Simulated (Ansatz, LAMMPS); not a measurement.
# Glassy 63SiO2-16Na2O-21K2O (mol %) (114 atoms): support functions against a reference, part 2 of 3

Wanted: errors and times of a linear-scaling basis for glassy 63SiO2-16Na2O-21K2O (mol %) (114 atoms). A setting counts as converged where the r.m.s. difference of forces stays under 1 % of the r.m.s. force.

Ansatz 0.2.0; Kohn-Sham DFT, PBE, PAW (set soft_2), plane waves.

The cell: 24 Si, 12 Na, 16 K and 62 O. The quench rate of 10 K/ps is many orders above laboratory rates. The starting topology of bonds comes from the classical model. Sampling is at Γ alone, for a cell whose shortest periodic width is 12 Å.

So far. Step 4 (Support functions low): Forces differ from the reference by 0.54 meV/Å r.m.s., 0.040 % of their size, well within a tolerance of 1 %; the energy by -4.1 meV/atom. It took roughly 4.6 times the reference's time (one timing each, with unlike analyses asked), in 13 cycles against 9.

### Step 5. Support functions medium

The cell is solved in localised support functions. Besides, the program derives a nominal cutoff of 464 eV for this run, against the reference's 420.

This step: Kohn-Sham DFT, PBE, PAW (set soft_2), localised support functions (medium) (Ansatz 0.2.0).

Input file input.yaml:

```yaml
crystal:
  lattice:
    - [11.77591, 0.0, 0.0]
    - [0.0, 11.77591, 0.0]
    - [0.0, 0.0, 11.77591]
  atoms:
    [... the 114 atom lines of step 3 ...]
kpoints:
  mp_grid: { grid: [1, 1, 1] }
hamiltonian:
  xc: pbe
scf:
  occupations: { method: fixed }
  eigensolver: { kind: { support_functions: { accuracy: medium } } }
  max_iter: 150
output:
  forces: true
  eigenvalues: true
```

Started as:

```sh
> ansatz run input.yaml --threads 8 --pin off --max-ram 15872MiB --backend cpu --events-out ev --progress --plain --runs-dir out
```

The program printed:

```text
[...]
Warning: basis.ecutwfc = 464 eV, auto-derived: no grid that the accuracy of the support functions lays serves the files at the lower one that their records recommend; a deck with other species or settings can derive another value
[...]
Crystal: 114 atoms, lattice volume = 1632.990 Å³
Basis set: ecut = 464 eV, 37121 PW (Γ), exchange–correlation on 180×180×180 points (8 copies of the dense FFT grid, shifted against one another)
Bands: 432, of which v1, the nominal top of the filled ones, is band 360 counted from 1 (359 counted from 0)
Symmetry: 1 space group operations
k-points: 1
[...]
SCF iter   1: F=—  HF=-92982.521923 eV  |F-HF|=—  |Δ(HF+E_count)|=         —  Δρ=8.67e-2  dr2=1.54e2  ethr=1.00e-1
[...]
SCF iter  13: F=—  HF=-92990.130107 eV  |F-HF|=—  |Δ(HF+E_count)|=   1.81e-3  Δρ=1.60e-5  dr2=9.03e-6  ethr=6.13e-9  κ⁻¹=2.4e-5(r=7)
SCF iter  14: F=-92990.131624 eV  HF=-92990.131625 eV  |F-HF|=5.51e-7  |Δ(HF+E_count)|=   1.52e-3  Δρ=7.86e-6  dr2=1.49e-6  ethr=1.25e-9
SCF 1 converged in 14 iterations: F = -92990.153777 eV  dr2 = 1.49e-6
[...]
SCF converged after 14 iterations
[...]
Free energy (F): -92990.153777 eV
[...]
Internal energy: -92990.153777 eV  (E = F + TS)
E sigma→0 (E₀):  -92990.153777 eV
Fermi energy:    4.728679 eV
[...]
Σ components = -92990.153777   (vs F -92990.153777, Δ=0.00e0)
--- Forces (eV/Å), atoms counted from 1 ---
  atom   1  Si    -1.17330081    -0.14650384    -0.88041217
  atom   2  Si    -0.21872380    -1.23332881     1.67536097
  atom   3  Si    -1.37356174     2.55126320    -2.71567133
  atom   4  Si    -2.26731118    -0.61109115     0.97168543
[...]
atom 114  O      0.39970308    -1.64632675    -2.03577777
  max |Σ_I F_I| component: 2.38e-3 eV/Å
--- Band table (eV) ---
[...]
```

It took 84 s on 8 threads of Arm Neoverse V2, shared host; peak memory 5.2 GiB; 11 min of CPU time.

Keys that differ from the reference: support_functions.accuracy = "medium" and scf.max_iter = 150.

Forces differ from the reference by 0.46 meV/Å r.m.s., 0.035 % of their size, well within a tolerance of 1 %; the energy by -4.1 meV/atom. It took roughly 5.0 times the reference's time (one timing each, with unlike analyses asked), in 14 cycles against 9.

### Step 6. Support functions medium, radius 3.15 Å

The radius confines each support function; a larger one gives more freedom and more work per atom.

input.yaml, the sections that differ from step 5:

```yaml
scf:
  occupations: { method: fixed }
  eigensolver: { kind: { support_functions: { accuracy: medium, radius: 3.15 } } }
  max_iter: 150
# crystal, kpoints, hamiltonian, output: as in step 5
```

The program printed:

```text
Warning: scf.eigensolver.kind.support_functions: disabling space-group detection — the functions' gradient is summed over unrotated k-points, so no spatial operation reduces the k-mesh or symmetrises the density; time reversal is kept, so that k and −k are solved as one point where they differ and the mesh holds both, and exact exchange and, on two spinor components, a DFT+U term hold to it where the run has them: [...]
Warning: basis.ecutwfc = 464 eV, auto-derived: no grid that the accuracy of the support functions lays serves the files at the lower one that their records recommend; a deck with other species or settings can derive another value
settings of this run that can trade accuracy for cost: scf.eigensolver.kind.support_functions [...]
Engine: ansatz 0.2.0, aarch64-unknown-linux-gnu
Pseudopotentials: kind: paw
Pseudopotential: Si, paw, valence charge 4, recommended cutoff 420 eV (normal), Si.paw.azcp
Pseudopotential: Na, paw, valence charge 9, recommended cutoff 420 eV (normal), Na.paw.azcp
Pseudopotential: K, paw, valence charge 9, recommended cutoff 420 eV (normal), K.paw.azcp
Pseudopotential: O, paw, valence charge 6, recommended cutoff 420 eV (normal), O.paw.azcp
[... 5 lines on functional and potentials left out ...]
Error: SCF: the radius of support functions is under 3.53 Å, the least for these sites at the functions' level (scf.eigensolver.kind.support_functions.accuracy). Use scf.eigensolver.kind: auto, or type scf.eigensolver.kind.support_functions.radius at least as long, [...]
```

It took 3.4 s on 8 threads; peak memory 0.38 GiB; 16 s of CPU time.

The program refuses radii under 3.53 Å for these atoms at this level.

### Step 7. Support functions medium, radius 3.6 Å

The radius confines each support function; a larger one gives more freedom and more work per atom. Besides, the program derives a nominal cutoff of 464 eV for this run, against the reference's 420.

input.yaml, the sections that differ from step 6:

```yaml
scf:
  occupations: { method: fixed }
  eigensolver: { kind: { support_functions: { accuracy: medium, radius: 3.6 } } }
  max_iter: 150
# crystal, kpoints, hamiltonian, output: as in step 6
```

The program printed:

```text
[...]
Crystal: 114 atoms, lattice volume = 1632.990 Å³
Basis set: ecut = 464 eV, 37121 PW (Γ), exchange–correlation on 180×180×180 points (8 copies of the dense FFT grid, shifted against one another)
Bands: 432, of which v1, the nominal top of the filled ones, is band 360 counted from 1 (359 counted from 0)
Symmetry: 1 space group operations
k-points: 1
[...]
SCF iter   1: F=—  HF=-92982.127842 eV  |F-HF|=—  |Δ(HF+E_count)|=         —  Δρ=8.68e-2  dr2=1.54e2  ethr=1.00e-1
[...]
SCF iter  13: F=—  HF=-92990.122955 eV  |F-HF|=—  |Δ(HF+E_count)|=   2.30e-3  Δρ=1.57e-5  dr2=8.95e-6  ethr=6.00e-9  κ⁻¹=2.4e-5(r=7)
SCF iter  14: F=-92990.124875 eV  HF=-92990.124876 eV  |F-HF|=6.24e-7  |Δ(HF+E_count)|=   1.92e-3  Δρ=8.21e-6  dr2=1.55e-6  ethr=1.24e-9
SCF 1 converged in 14 iterations: F = -92990.153736 eV  dr2 = 1.55e-6
[...]
SCF converged after 14 iterations
[...]
Free energy (F): -92990.153736 eV
[...]
Internal energy: -92990.153736 eV  (E = F + TS)
E sigma→0 (E₀):  -92990.153736 eV
Fermi energy:    4.728768 eV
[...]
Σ components = -92990.153736   (vs F -92990.153736, Δ=0.00e0)
--- Forces (eV/Å), atoms counted from 1 ---
  atom   1  Si    -1.17306092    -0.14636068    -0.88049421
  atom   2  Si    -0.21876265    -1.23321583     1.67526868
  atom   3  Si    -1.37373049     2.55119454    -2.71558607
  atom   4  Si    -2.26753258    -0.61114908     0.97193387
[...]
atom 114  O      0.39942258    -1.64597466    -2.03561331
  max |Σ_I F_I| component: 2.71e-3 eV/Å
--- Band table (eV) ---
[...]
```

The job ended after 76 s (8 threads; peak memory 5 GiB).

Keys that differ from the reference: support_functions.accuracy = "medium", support_functions.radius = 3.6 and scf.max_iter = 150.

Forces differ from the reference by 0.51 meV/Å r.m.s., 0.038 % of their size, well within a tolerance of 1 %; the energy by -4.1 meV/atom. It took roughly 4.5 times the reference's time (one timing each, with unlike analyses asked), in 14 cycles against 9.

### Step 8. Support functions medium, radius 3.86 Å

The radius confines each support function; a larger one gives more freedom and more work per atom. Besides, the program derives a nominal cutoff of 464 eV for this run, against the reference's 420.

input.yaml, the sections that differ from step 7:

```yaml
scf:
  occupations: { method: fixed }
  eigensolver: { kind: { support_functions: { accuracy: medium, radius: 3.86 } } }
  max_iter: 150
# crystal, kpoints, hamiltonian, output: as in step 7
```

The program printed:

```text
[...]
Crystal: 114 atoms, lattice volume = 1632.990 Å³
Basis set: ecut = 464 eV, 37121 PW (Γ), exchange–correlation on 180×180×180 points (8 copies of the dense FFT grid, shifted against one another)
Bands: 432, of which v1, the nominal top of the filled ones, is band 360 counted from 1 (359 counted from 0)
Symmetry: 1 space group operations
k-points: 1
[...]
SCF iter   1: F=—  HF=-92982.841955 eV  |F-HF|=—  |Δ(HF+E_count)|=         —  Δρ=8.67e-2  dr2=1.54e2  ethr=1.00e-1
[...]
SCF iter  13: F=—  HF=-92990.136876 eV  |F-HF|=—  |Δ(HF+E_count)|=   1.34e-3  Δρ=1.61e-5  dr2=8.99e-6  ethr=6.00e-9  κ⁻¹=2.7e-5(r=7)
SCF iter  14: F=-92990.137991 eV  HF=-92990.137991 eV  |F-HF|=4.53e-7  |Δ(HF+E_count)|=   1.11e-3  Δρ=7.25e-6  dr2=1.42e-6  ethr=1.25e-9
SCF 1 converged in 14 iterations: F = -92990.153802 eV  dr2 = 1.42e-6
[...]
SCF converged after 14 iterations
[...]
Free energy (F): -92990.153802 eV
[...]
Internal energy: -92990.153802 eV  (E = F + TS)
E sigma→0 (E₀):  -92990.153802 eV
Fermi energy:    4.728642 eV
[...]
Σ components = -92990.153802   (vs F -92990.153802, Δ=0.00e0)
--- Forces (eV/Å), atoms counted from 1 ---
  atom   1  Si    -1.17312022    -0.14641702    -0.88057421
  atom   2  Si    -0.21863786    -1.23357865     1.67544051
  atom   3  Si    -1.37357671     2.55130443    -2.71544935
  atom   4  Si    -2.26691515    -0.61115641     0.97185679
[...]
atom 114  O      0.39958267    -1.64617121    -2.03570313
  max |Σ_I F_I| component: 1.04e-3 eV/Å
--- Band table (eV) ---
[...]
```

Elapsed: 91 s, on 8 threads; peak memory 5.6 GiB.

Keys that differ from the reference: support_functions.accuracy = "medium", support_functions.radius = 3.86 and scf.max_iter = 150.

Forces differ from the reference by 0.44 meV/Å r.m.s., 0.033 % of their size, well within a tolerance of 1 %; the energy by -4.1 meV/atom. It took roughly 5.4 times the reference's time (one timing each, with unlike analyses asked), in 14 cycles against 9.

### Step 9. Another try, on a changed input

The input is spoilt on purpose; the run shows how that looks.

input.yaml, the sections that differ from step 8:

```yaml
scf:
  occupations: { method: fixed }
  eigensolver: { kind: { support_functions: { accuracy: medium, spacing: 0.45 } } }
  max_iter: 100
output:
  forces: true
# crystal, kpoints, hamiltonian: as in step 8
```

The program printed:

```text
[...]
Crystal: 114 atoms, lattice volume = 1632.990 Å³
Basis set: ecut = 464 eV, 37121 PW (Γ), exchange–correlation on 180×180×180 points (8 copies of the dense FFT grid, shifted against one another)
Bands: 432, of which v1, the nominal top of the filled ones, is band 360 counted from 1 (359 counted from 0)
Symmetry: 1 space group operations
k-points: 1
[...]
SCF iter   1: F=—  HF=-92863.926241 eV  |F-HF|=—  |Δ(HF+E_count)|=         —  Δρ=8.56e-2  dr2=1.29e2  ethr=1.00e-1
[...]
SCF iter  14: F=-92894.204571 eV  HF=-92894.204571 eV  |F-HF|=2.45e-7  |Δ(HF+E_count)|=   4.65e-7  Δρ=4.46e-6  dr2=7.89e-7  ethr=6.62e-10
SCF 1 converged in 14 iterations: F = -92894.236468 eV  dr2 = 7.89e-7
[...]
SCF converged after 14 iterations
[...]
Free energy (F): -92894.236468 eV
[...]
Internal energy: -92894.236468 eV  (E = F + TS)
E sigma→0 (E₀):  -92894.236468 eV
Fermi energy:    4.730660 eV
[...]
--- Forces (eV/Å), atoms counted from 1 ---
  atom   1  Si    -1.24009359    -0.22552450    -0.44112126
  atom   2  Si    -0.45060495    -1.07739020     1.27715322
  atom   3  Si    -1.41035451     2.29904340    -2.36136085
  atom   4  Si    -1.93977324    -0.68904721     1.06151531
  atom   5  Si     2.30356642    -1.37781895    -0.40386453
  atom   6  Si    -2.40605811     1.80969514    -0.88980567
  atom   7  Si     1.87607866     1.89631200    -1.78052724
  atom   8  Si    -2.02758376    -1.30410959    -0.05485868
  atom   9  Si     1.59709468    -1.04246784     0.69465718
  atom  10  Si     3.33751926    -0.84242421     1.28423115
  atom  11  Si    -1.67691817    -0.02665088     1.67632366
  atom  12  Si    -1.19534108     0.62893477     3.35895804
  atom  13  Si     2.48659609     0.04531898     1.42883792
  atom  14  Si    -2.17968016    -2.00707061    -1.66986017
[...]
atom 113  O      2.54552367    -1.30619002    -3.44391428
  atom 114  O      1.86420975    -1.30065550    -0.39776787
  max |Σ_I F_I| component: 2.41e1 eV/Å
--- Band table (eV) ---
[...]
guard bands above this table: 62 of the run's 432 bands (output.publish_guard_bands: true publishes all)
[...]
```

Run time: 29 s. Hardware: 8 threads; peak memory 2.3 GiB.

The program notes that the forces don't sum to zero within tolerance and the grid leaves an egg-box force.

The SCF closed, but on a changed input, so its numbers are not taken as the system's.

The fault in the input: a grid far too coarse (support_functions.spacing = 0.45). The fix is to leave the spacing at the level's default.

Against the plane-wave single point:

```
r.m.s. difference of force components : 1456 meV/Å
longest difference of force vectors   : 4693 meV/Å
force difference over r.m.s. force    : 109 %
energy difference                     : 837.3 meV/atom
gap difference                        : -0.131 eV
```

### Step 10. The ladder side by side

Differences are against the plane-wave reference (Kohn-Sham DFT, PBE, PAW (set soft_2), plane waves), whose r.m.s. force component is 1.34 eV/Å. Energies are set beside the reference only for runs with its functional, potentials and electron count. Times are for 8 threads of Arm Neoverse V2, shared host. The reference's time includes the DOS, ELF, the stress and grids, which some other runs skip.

```csv
run,"Δ force, r.m.s. (meV/Å)",share of r.m.s. force (%),Δ energy (meV/atom),Δ gap (eV),cycles,time,host memory (GiB)
reference,-,-,-,-,9,17 s,2.4
support functions low,0.537,0.0402,-4.12,2.0e-4,13,78 s,5.2
support functions medium,0.462,0.0346,-4.12,4.0e-4,14,84 s,5.2
"support functions medium, radius 3.6 Å",0.506,0.0379,-4.12,3.0e-4,14,76 s,5.0
"support functions medium, radius 3.86 Å",0.443,0.0332,-4.12,4.0e-4,14,91 s,5.6
```

### Step 11. The reference in detail

The comparisons rest on this run, so its electronic structure is set out here.

Neighbours are counted within 2.12 Å (O-Si), 3.38 Å (O-K), 2.98 Å (O-Na).

Length of the force by element and coordination:

```csv
element,coordination,atoms,mean length of the force (eV/Å),spread,least,most
K,all,16,0.688,0.455,0.130,1.87
K,5,3,0.677,0.146,0.528,0.875
K,6,7,0.669,0.434,0.209,1.50
K,7,3,0.487,0.323,0.130,0.911
K,8,2,1.12,0.747,0.372,1.87
K,9,1,0.605,0,0.605,0.605
Na,all,12,0.946,0.455,0.368,1.96
Na,3,1,1.96,0,1.96,1.96
Na,4,5,0.817,0.423,0.368,1.60
Na,5,5,0.829,0.27,0.551,1.31
Na,8,1,1.17,0,1.17,1.17
O,all,62,2.12,1.10,0.648,5.29
O,2,6,2.03,1.37,0.648,4.82
O,3,18,1.69,0.701,0.674,3.50
O,4,14,2.20,1.05,0.802,5.21
O,5,11,1.92,0.667,0.735,2.70
O,6,13,2.82,1.37,0.748,5.29
Si,all,24,2.98,0.924,0.771,4.93
```

Intrinsic-atomic-orbital charges by element and coordination:

```csv
element,coordination,atoms,mean charge (e),spread,least,most
K,all,16,0.860,0.0107,0.836,0.875
K,5,3,0.858,0.0025,0.856,0.862
K,6,7,0.859,0.0127,0.836,0.873
K,7,3,0.860,0.0129,0.844,0.875
K,8,2,0.866,0.0072,0.858,0.873
K,9,1,0.857,0,0.857,0.857
Na,all,12,0.785,0.0132,0.764,0.802
Na,3,1,0.795,0,0.795,0.795
Na,4,5,0.779,0.0155,0.764,0.802
Na,5,5,0.787,0.0094,0.773,0.802
Na,8,1,0.797,0,0.797,0.797
O,all,62,-1.01,0.108,-1.18,-0.867
O,2,6,-0.899,0.0136,-0.925,-0.880
O,3,18,-0.927,0.0491,-1.08,-0.867
O,4,14,-0.997,0.0831,-1.14,-0.923
O,5,11,-1.09,0.0722,-1.15,-0.940
O,6,13,-1.13,0.0593,-1.18,-0.938
Si,all,24,1.65,0.0625,1.50,1.75
```

States in the cell by windows of 1 eV, zero at the Fermi level; the larger projections on atomic orbitals stand beside the total:

```csv
from (eV),to (eV),total,O p,Si p,K p
-14,-13,31.2,0.2,0.1,30.6
-13,-12,63.0,0.6,0.2,61.6
-12,-11,0.7,0.1,0.0,0.5
-11,-10,5.1,3.4,0.3,0.0
-10,-9,8.3,5.6,0.6,0.0
-9,-8,15.3,10.8,1.7,0.0
-8,-7,20.6,15.3,3.4,0.0
-7,-6,18.1,13.8,3.5,0.0
-6,-5,18.1,14.7,1.7,0.1
-5,-4,54.4,44.9,4.3,0.2
-4,-3,64.3,56.6,3.3,0.2
-3,-2,67.3,61.9,2.0,0.2
-2,-1,64.8,61.3,1.1,0.2
-1,0,34.7,33.1,0.5,0.1
0,1,0.9,0.8,0.0,0.0
1,2,0.0,0.0,0.0,0.0
2,3,1.2,0.0,0.0,0.0
3,4,2.7,0.2,0.0,0.0
4,5,12.4,1.0,0.7,0.1
```

With fixed occupations the program's Fermi level is the highest filled level; weight inside the gap is the broadening of levels at its edges.

Between -26 and -14 eV lie 197 more states.

The levels nearest the highest filled one (over half full), pooled over k-points and spins:

```csv
level less the highest filled one (eV),occupation
-0.366,2
-0.344,2
-0.312,2
-0.249,2
-0.244,2
0,2
3.00,0
3.84,0
4.41,0
4.52,0
4.59,0
4.71,0
```

Electrostatic potential energy in the ac plane at fractional y = 0.497, with atoms of Si and Na and K and O within 0.2 Å of it. With pseudopotentials it is smooth inside the atoms' cores, unlike the true potential.

Ten even steps from '0' (-41 eV) to '9' (10 eV), each cell a mean:
```
899986557899999999999999899999888
889999889998789999999998899999998
457899999982027999999999999999986
003799999983127889999999999843561
003799999998742258999998899610251
457899999999610016899987789854686
875699999999730037999987789999999
975699999998776678999988889999999
876789999998899989999999999999999
521368899899999876678999999999998
510263247889999731137999756999976
765661016889998620026998201688877
988885358999999852258999634778999
999999999999999988889999998888999
999998888999999999999999999999999
999875346899999999999888899999999
999862014899999999998766789999999
999974236899987667898766789999999
999998778999872015899888899999999
999999889999862015899999999999999
999998888999986566569999999999999
789985446899999887458999999998755
488861002799999999899999999998300
689862003799999999999999999998522
```
Columns run along a (11.8 Å; values clipped at the 3rd and 97th percentile), rows up along c (11.8 Å). Atoms in or near the plane, at fractional coordinates: Si at (0.45, 0.76), Na at (0.96, 0.05), K at (0.54, 0.52), K at (0.20, 0.04), O at (0.19, 0.52), O at (0.88, 0.81), O at (0.37, 0.87).

[end of part 2 of 3]

[Long decimals in the printed logs are rounded to 6 places.]

[Logs are printed without paths, hosts, clocks, repeated set-up lines and the standing remarks that a program may print on its own settings, such as how far it seeks lower states.]

[Hosts, paths, dates, database ids (printed as entryN), source tags and the programs' standing remarks are cut or masked in the printed files.]
